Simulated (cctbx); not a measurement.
# Absolute structure of V5Ge

Space group R32 (no. 155), a = 4.7750 Å, b = 4.7750 Å, c = 12.8290 Å, α = 90.00°, β = 90.00°, γ = 120.00°.

```
atom  mult.       x       y       z  Ueq (Å²)
 Ge1      3     1/3     2/3     1/6    0.0104
  V1      9  0.4038  0.4038       0    0.0100
  V2      6     2/3     1/3  0.1860    0.0111
```

This is a model crystal, built by substitution and not relaxed, with assumed displacement parameters.

Data sets are simulated with cctbx and refined with Bijvoet mates kept apart; Flack x is then fitted as the share of an inverted twin with the atoms fixed, Hooft y from the Bijvoet differences. The group has rotations alone, so the crystal has a hand.

Untwinned crystal. What Flack and Hooft values should come out?

```csv
λ (Å),extinction (unmodelled),d min (Å),top counts,error (%),model,R1,Flack x,s.u.,Hooft y,s.u.,pairs
0.71073,0.3,0.77,40000,3,as given,0.0107,0.07,0.02,0.026,0.018,44
0.71073,0.3,0.77,40000,3,inverted,0.0295,0.93,0.03,0.980,0.019,44
1.54184,0,0.83,5000,6,as given,0.0170,-0.010,0.019,0.003,0.021,35
```

With Mo Kα, x is close to 0 but 4 s.u. off; with the atoms held fixed the s.u. tends to be too small. With Cu Kα, x is within 3 s.u. of 0, so the hand is right. Inverting the model turns x into about 1 − x.

A further crystal gives:

```
 λ (Å)  extinction (unmodelled)  d min (Å)  top counts  error (%)     model      R1  Flack x   s.u.  Hooft y   s.u.  pairs
0.6889                        0        0.6       40000          6  as given  0.0132    0.169  0.013    0.163  0.017    101
```

**Question.** What is it?

It was simulated as an inversion twin with a fraction 0.15 of the inverted domain. Flack x is over 3 s.u. from both 0 and 1 and reads that fraction.

[Logs are printed without paths, hosts, clocks, repeated set-up lines and the standing remarks that a program may print on its own settings, such as how far it seeks lower states.]
